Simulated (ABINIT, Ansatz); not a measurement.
# Ba (Pm-3m): phonons by linear response, part 2 of 4

Aim: the phonon dispersion of Ba (Pm-3m), checked by a second program.

ABINIT 10.8.3; DFT LDA, scalar-relativistic, plane waves, PseudoDojo norm-conserving pseudopotentials.

So far. Step 2 (Relaxing the cell and atoms): The volume changes by +1.4 % from the cell with which this run began. The relaxed cell has a = 3.731 Å (conventional setting).

This is not the structure that Ba takes at ambient pressure and room temperature (bcc); it is a model or a phase of other conditions.

### 4. Zone-centre response

At q = 0 one unit cell holds all displacements. The response is solved for single atoms along the cell's directions, and symmetry skips those that follow from others. The crystal is treated as a metal, which screens a static field, so no field response is asked.

Contents of dfpt_gamma.abi:

```

# common to the responses
getwfk_filepath "gso_WFK"
kptopt 2
nqpt 1
qpt 0.0 0.0 0.0
asr 0
chneut 0

# displacements
rfphon 1
rfatpol 1 1
rfdir 1 1 1
tolvrs 1.0d-10
prtwf 0

# basis, mesh and filling
ecut 21.5
ngkpt 10 10 10
nshiftk 1
shiftk 0.0 0.0 0.0
istwfk *1
occopt 7
tsmear 0.01
nband 11
nstep 100
diemac 1000000.0
prtebands 0
prtgsr 0
useylm 1

# cell and atoms
acell 7.05027897 7.05027897 7.05027897
rprim 
    1.0 0.0 0.0
    0.0 1.0 0.0
    0.0 0.0 1.0
ntypat 1
znucl 56
natom 1
typat 1
xred 
    0.5 0.5 0.5
pp_dirpath "./pseudo"
pseudos "Ba.upf"
```

Run with:

```sh
$ OMP_NUM_THREADS=1 mpirun -n 4 abinit dfpt_gamma.abi > dfpt_gamma.log
```

Numbers of over 12 decimals in the logs are rounded to 6 here.

dfpt_gamma.abo, the main output file:

```text
[banners, grids, parts of the stress and lines that vanish by symmetry left out]
- input  file    -> dfpt_gamma.abi
- output file    -> dfpt_gamma.abo
- root for input  files -> dfpt_gammai
- root for output files -> dfpt_gammao

 Symmetries : space group Pm -3 m (#221); Bravais cP (primitive cubic)
================================================================================
 Values of the parameters that define the memory need of the present run (RF).
     intxc =       0      iscf =       7    lmnmax =      18     lnmax =       6
     mgfft =      30  mpssoang =       3    mqgrid =    3001     natom =       1
  nloc_mem =       1    nspden =       1   nspinor =       1    nsppol =       1
      nsym =      48    n1xccc =    2501    ntypat =       1    occopt =       7
   xclevel =       1
-    mband =          11        mffmem =           1         mkmem =         126
-   mkqmem =         126        mk1mem =         126           mpw =        1743
      nfft =       27000          nkpt =         504
- my_mband =          11
================================================================================
================================================================================

--------------------------------------------------------------------------------
------------- Echo of variables that govern the present computation ------------
--------------------------------------------------------------------------------
-
- outvars: echo of selected default values
-   iomode0 =  0 , fftalg0 =312 , wfoptalg0 =  0
-
- outvars: echo of global parameters not present in the input file
-  max_nthreads =    1
-
 -outvars: echo values of preprocessed input variables --------
            acell      7.0502789700E+00  7.0502789700E+00  7.0502789700E+00 Bohr
              amu      1.37327000E+02
              asr           0
           chneut           0
             ecut      2.15000000E+01 Hartree
-          fftalg         312
           istwfk        1    0    0    0    0    1    0    0    0    0
                         0    0    0    0    0    0    0    0    0    0
                         0    0    0    0    0    0    0    0    0    0
                         0    0    0    0    0    0    0    0    0    0
                         0    0    0    0    0    0    1    0    0    0
                       outvar_i_n : Printing only first  50 k-points.
              ixc       -1012
              kpt      0.00000000E+00  0.00000000E+00  0.00000000E+00
                       1.00000000E-01  0.00000000E+00  0.00000000E+00
                       2.00000000E-01  0.00000000E+00  0.00000000E+00
                       3.00000000E-01  0.00000000E+00  0.00000000E+00
                       [...]
                       outvar_i_n : Printing only first  50 k-points.
           kptopt           2
         kptrlatt       10    0    0      0   10    0      0    0   10
          kptrlen      7.05027897E+01
P           mkmem         126
P          mkqmem         126
P          mk1mem         126
            natom           1
            nband          11
           nbdbuf           2
            ngfft          30      30      30
             nkpt         504
             nqpt           1
            nstep         100
             nsym          48
           ntypat           1
              occ      2.000000  2.000000  2.000000  2.000000  2.000000  0.000000
                       0.000000  0.000000  0.000000  0.000000  0.000000
                       2.000000  2.000000  2.000000  2.000000  2.000000  0.000000
                       0.000000  0.000000  0.000000  0.000000  0.000000
                       [...]
                       prtocc : prtvol=0, do not print more k-points.
           occopt           7
        optdriver           1
        prtebands           0
           prtgsr           0
           prtpot           1
            prtwf           0
           rfphon           1
          spgroup         221
           symrel      1  0  0   0  1  0   0  0  1      -1  0  0   0 -1  0   0  0 -1
                      -1  0  0   0  1  0   0  0 -1       1  0  0   0 -1  0   0  0  1
                      -1  0  0   0 -1  0   0  0  1       1  0  0   0  1  0   0  0 -1
                       1  0  0   0 -1  0   0  0 -1      -1  0  0   0  1  0   0  0  1
                       [...]
           tolvrs      1.00000000E-10
            typat      1
           useylm           1
              wtk        0.00100    0.00200    0.00200    0.00200    0.00200    0.00100
                         0.00200    0.00200    0.00200    0.00200    0.00200    0.00200
                         0.00200    0.00200    0.00200    0.00200    0.00200    0.00200
                         0.00200    0.00200    0.00200    0.00200    0.00200    0.00200
                       [...]
                       outvars : Printing only first  50 k-points.
           xangst      1.8654234795E+00  1.8654234795E+00  1.8654234795E+00
            xcart      3.5251394850E+00  3.5251394850E+00  3.5251394850E+00
             xred      5.0000000000E-01  5.0000000000E-01  5.0000000000E-01
            znucl       56.00000

================================================================================

 chkinp: Checking input parameters for consistency.

================================================================================
== DATASET  1 ==================================================================
-   mpi_nproc: 4, omp_nthreads: 1 (-1 if OMP is not activated)

--- !DatasetInfo
iteration_state: {dtset: 1, }
dimensions: {natom: 1, nkpt: 504, mband: 11, nsppol: 1, nspinor: 1, nspden: 1, mpw: 1743, }
cutoff_energies: {ecut:  21.5, pawecutdg:  -1.0, }
electrons: {nelect:   1.00000000E+01, charge:   0.00000000E+00, occopt:   7.00000000E+00, tsmear:   1.00000000E-02, }
meta: {optdriver: 1, rfphon: 1, }
...

 mkfilename: getwfk from: gso_WFK

 Real(R)+Recip(G) space primitive vectors, cartesian coordinates (Bohr,Bohr^-1):
 R(1)=  7.0502790  0.0000000  0.0000000  G(1)=  0.1418384  0.0000000  0.0000000
 R(2)=  0.0000000  7.0502790  0.0000000  G(2)=  0.0000000  0.1418384  0.0000000
 R(3)=  0.0000000  0.0000000  7.0502790  G(3)=  0.0000000  0.0000000  0.1418384
 Unit cell volume ucvol=  3.5044422E+02 bohr^3
 Angles (23,13,12)=  9.00000000E+01  9.00000000E+01  9.00000000E+01 degrees
 setup1 : take into account q-point for computing boxcut.

 getcut: wavevector=  0.0000  0.0000  0.0000  ngfft=  30  30  30
         ecut(hartree)=     21.500   => boxcut(ratio)=   2.03859

--- Pseudopotential description ------------------------------------------------
- pspini: atom type   1  psp file is ./pseudo/Ba.upf

   2.59517216E+02                                ecore*ucvol(ha*bohr**3)
--------------------------------------------------------------------------------

 ==>  initialize data related to q vector <==

 The list of irreducible perturbations for this q vector is:
    1)    idir= 1    ipert=   1

================================================================================

 The perturbation idir=   2  ipert=   1 is
 symmetric of a previously calculated perturbation.
 So, its SCF calculation is not needed.

 The perturbation idir=   3  ipert=   1 is
 symmetric of a previously calculated perturbation.
 So, its SCF calculation is not needed.

--------------------------------------------------------------------------------
 Perturbation wavevector (in red.coord.)   0.000000  0.000000  0.000000
 Perturbation : displacement of atom   1   along direction   1
 Found     8 symmetries that leave the perturbation invariant.
 symkpt : the number of k-points, thanks to the symmetries,
 is reduced to   126 .

--------------------------------------------------------------------------------

--------------------------------------------------------------------------------

 dfpt_looppert : total number of electrons, from k and k+q
  fully or partially occupied states are    1.000000E+01 and    1.000000E+01.
 Initialisation of the first-order wave-functions :
  ireadwf=   0

--- !BeginCycle
iteration_state: {dtset: 1, }
solver: {iscf: 7, nstep: 100, nline: 4, wfoptalg: 0, }
tolerances: {tolvrs: 1.00E-10, }
...

     iter   2DEtotal(Ha)        deltaE(Ha) residm    vres2
-ETOT  1  0.175602     -6.238E+02 2.546E+00 5.113E+01
 ETOT  2  2.44759454825783E-03 -1.732E-01 2.335E-02 2.454E+00
 ETOT  3  1.00994458207992E-04 -2.347E-03 2.441E-03 3.190E-02
 ETOT  4  9.13122238586084E-05 -9.682E-06 8.585E-03 5.222E-04
 ETOT  5  9.08873984286629E-05 -4.248E-07 1.292E-03 8.153E-06
 ETOT  6  9.08833856243518E-05 -4.013E-09 3.296E-03 4.885E-07
 ETOT  7  9.08831415387112E-05 -2.441E-10 6.412E-04 5.430E-09
 ETOT  8  9.08831398334087E-05 -1.705E-12 1.573E-03 4.848E-11

 At SCF step    8       vres2   =  4.85E-11 < tolvrs=  1.00E-10 =>converged.
================================================================================

 ----iterations are completed or convergence reached----

 Mean square residual over all n,k,spin=   13.868E-07; max=  15.726E-04

 Thirteen components of 2nd-order total energy (hartree) are
 1,2,3: 0th-order hamiltonian combined with 1st-order wavefunctions
     kin0=   4.21127295E+02 eigvalue=   5.33219461E+01  local=  -3.15302668E+02
 4,5,6: 1st-order hamiltonian combined with 1st and 0th-order wfs
 loc psp =  -5.18268937E+02  Hartree=   1.58614195E+02     xc=  -4.67941633E+01
 note that "loc psp" includes a xc core correction that could be resolved
 7,8,9: eventually, occupation + non-local contributions
    edocc=   9.06461530E+01     enl0=   2.62392083E+02   enl1=  -7.29740745E+02
 1-9 gives the relaxation energy (to be shifted if some occ is /=2.0)
   erelax=  -6.24004841E+02
 10,11,12 Non-relaxation  contributions : frozen-wavefunctions and Ewald
 fr.local=   2.65633207E+02 fr.nonlo=   3.64870228E+02  Ewald=   0.00000000E+00
 13,14 Frozen wf xc core corrections (1) and (2)
 frxc 1  =  -6.60422970E+01  frxc 2 =   5.95437939E+01
 Resulting in :
 2DEtotal=    0.9088313983E-04 Ha. Also 2DEtotal=    0.247305622125E-02 eV
    (2DErelax=   -6.2400484114E+02 Ha. 2DEnonrelax=    6.2400493202E+02 Ha)
    (  non-var. 2DEtotal :    9.1147123058E-05 Ha)

================================================================================

 ---- first-order wavefunction calculations are completed ----

 ==> Compute Derivative Database <==

  2nd-order matrix (non-cartesian coordinates, masses not included,
   asr not included )
     j1       j2             matrix element
  dir pert dir pert     real part     imaginary part

   1    1   1    1         0.0000911437         0.0000000000
   1    1   2    1         0.0000000000         0.0000000000
   1    1   3    1         0.0000000000         0.0000000000
   1    1   2    3         0.0000000000         0.0000000000
   1    1   3    3         0.0000000000         0.0000000000

   2    1   1    1         0.0000000000         0.0000000000
   2    1   2    1         0.0000911437         0.0000000000
   2    1   3    1         0.0000000000         0.0000000000
   2    1   1    3         0.0000000000         0.0000000000
   2    1   3    3         0.0000000000         0.0000000000

   3    1   1    1         0.0000000000         0.0000000000
   3    1   2    1         0.0000000000         0.0000000000
   3    1   3    1         0.0000911437         0.0000000000
   3    1   1    3         0.0000000000         0.0000000000
   3    1   2    3         0.0000000000         0.0000000000

   1    3   2    1         0.0000000000         0.0000000000
   1    3   3    1         0.0000000000         0.0000000000
   1    3   2    3         0.0000000000         0.0000000000
   1    3   3    3         0.0000000000         0.0000000000

   2    3   1    1         0.0000000000         0.0000000000
   2    3   3    1         0.0000000000         0.0000000000
   2    3   1    3         0.0000000000         0.0000000000
   2    3   3    3         0.0000000000         0.0000000000

   3    3   1    1         0.0000000000         0.0000000000
   3    3   2    1         0.0000000000         0.0000000000
   3    3   1    3         0.0000000000         0.0000000000
   3    3   2    3         0.0000000000         0.0000000000

  Dynamical matrix, in cartesian coordinates,
   if specified in the inputs, asr has been imposed
     j1       j2             matrix element
  dir pert dir pert     real part    imaginary part

   1    1   1    1         0.0000018336         0.0000000000
   1    1   2    1         0.0000000000         0.0000000000
   1    1   3    1         0.0000000000         0.0000000000

   2    1   1    1         0.0000000000         0.0000000000
   2    1   2    1         0.0000018336         0.0000000000
   2    1   3    1         0.0000000000         0.0000000000

   3    1   1    1         0.0000000000         0.0000000000
   3    1   2    1         0.0000000000         0.0000000000
   3    1   3    1         0.0000018336         0.0000000000

  Phonon wavevector (reduced coordinates) :  0.00000  0.00000  0.00000
 Phonon energies in Hartree :
   2.706445E-06  2.706445E-06  2.706445E-06
 Phonon frequencies in cm-1    :
-  5.939959E-01  5.939959E-01  5.939961E-01

== END DATASET(S) ==============================================================
================================================================================

 -outvars: echo values of variables after computation
            acell      7.0502789700E+00  7.0502789700E+00  7.0502789700E+00 Bohr
           etotal      9.0883139833E-05
            fcart      0.0000000000E+00  0.0000000000E+00  0.0000000000E+00
           strten      0.0000000000E+00  0.0000000000E+00  0.0000000000E+00
================================================================================
```

Run time: 13 s. Hardware: 4 MPI ranks of Arm Neoverse V1, shared host; 53 s of CPU time.

With one atom there are acoustic modes alone, which should vanish; they come out at 0.59 cm⁻¹ in size, the error that the sum rule removes later.

### 5. Modes with the sum rule

anaddb reads the merged derivatives and imposes the acoustic sum rule.

Contents of anaddb.abi:

```
ddb_filepath "gamma_DDB"
output_file "anaddb.abo"
outdata_prefix "anaddb"
asr 1
chneut 1
enunit 2
eivec 1
nph1l 1
qph1l 0.0 0.0 0.0 1.0
```

Contents of mrgddb.in:

```
gamma_DDB
merged
2
dfpt_gammao_DDB
gso_DDB
```

Run with:

```sh
$ mrgddb < mrgddb.in > mrgddb.log
$ OMP_NUM_THREADS=1 anaddb anaddb.abi > anaddb.log
```

anaddb.abo, the main output file:

```text
-outvars_anaddb: echo values of input variables ----------------------

 Miscellaneous information :
      enunit         2
       eivec         1
         asr         1
 First list of wavevector (reduced coord.) :
       nph1l         1
       qph1l
                     0.00000000E+00  0.00000000E+00  0.00000000E+00    1.000E+00

================================================================================

 read the DDB information and perform some checks

  ==== Info on the Cryst% object ====
 Real(R)+Recip(G) space primitive vectors, cartesian coordinates (Bohr,Bohr^-1):
 R(1)=  7.0502790  0.0000000  0.0000000  G(1)=  0.1418384  0.0000000  0.0000000
 R(2)=  0.0000000  7.0502790  0.0000000  G(2)=  0.0000000  0.1418384  0.0000000
 R(3)=  0.0000000  0.0000000  7.0502790  G(3)=  0.0000000  0.0000000  0.1418384
 Unit cell volume ucvol=  3.5044422E+02 bohr^3
 Angles (23,13,12)=  9.00000000E+01  9.00000000E+01  9.00000000E+01 degrees
 Time-reversal symmetry is present
 Reduced atomic positions [iatom, xred, symbol]:
    1)    0.5000000  0.5000000  0.5000000  Ba

 DDB file with 3 blocks has been read.

================================================================================

 Treat the first list of vectors

  Phonon wavevector (reduced coordinates) :  0.00000  0.00000  0.00000
 Phonon energies in Hartree :
   0.000000E+00  0.000000E+00  0.000000E+00
 Phonon energies in meV     :
-  0.000000E+00  0.000000E+00  0.000000E+00
 Phonon frequencies in cm-1    :
-  0.000000E+00  0.000000E+00  0.000000E+00
 Phonon frequencies in Thz     :
-  0.000000E+00  0.000000E+00  0.000000E+00
 Phonon energies in Kelvin  :
-  0.000000E+00  0.000000E+00  0.000000E+00

 Eigendisplacements
 (will be given, for each mode : in cartesian coordinates
   for each atom the real part of the displacement vector,
   then the imaginary part of the displacement vector - absolute values smaller than 1.0d-7 are set to zero)
  Mode number    1   Energy    0.000000E+00
 Attention : low frequency mode.
   (Could be unstable or acoustic mode)
-  1  0.00000000E+00  0.00000000E+00  1.99867409E-03
-     0.00000000E+00  0.00000000E+00  0.00000000E+00
  Mode number    2   Energy    0.000000E+00
 Attention : low frequency mode.
   (Could be unstable or acoustic mode)
-  1  0.00000000E+00  1.99867409E-03  0.00000000E+00
-     0.00000000E+00  0.00000000E+00  0.00000000E+00
  Mode number    3   Energy    0.000000E+00
 Attention : low frequency mode.
   (Could be unstable or acoustic mode)
-  1  1.99867409E-03  0.00000000E+00  0.00000000E+00
-     0.00000000E+00  0.00000000E+00  0.00000000E+00

 Analysis of degeneracies and characters (maximum tolerance=1.00E-06 a.u.)
 For each vibration mode, or group of modes if degenerate,
 the characters are given for each symmetry operation (see the list in the log file).
 Symmetry characters of vibration mode #   1
       degenerate with vibration modes #   2 to    3
  3.0 -3.0 -1.0  1.0 -1.0  1.0 -1.0  1.0  1.0 -1.0 -1.0  1.0  1.0 -1.0 -1.0  1.0
  0.0  0.0  0.0  0.0  0.0  0.0  0.0  0.0  1.0 -1.0 -1.0  1.0 -1.0  1.0  1.0 -1.0
  0.0  0.0  0.0  0.0  0.0  0.0  0.0  0.0  1.0 -1.0  1.0 -1.0 -1.0  1.0 -1.0  1.0
-
```

Wall time 0.51 s (1 thread).

Zone-centre frequencies as printed; negative means imaginary. Modes:

| mode | frequency (cm⁻¹) |
| --- | --- |
| 1 | 0 |
| 2 | 0 |
| 3 | 0 |

(Continued in part 3 of 4.)

[Host names and launcher messages were left out of these logs when they were recorded.]

[Logs are printed without paths, hosts, clocks, repeated set-up lines and the standing remarks that a program may print on its own settings, such as how far it seeks lower states.]

[Hosts, paths, dates, database ids (printed as entryN), source tags and the programs' standing remarks are cut or masked in the printed files.]
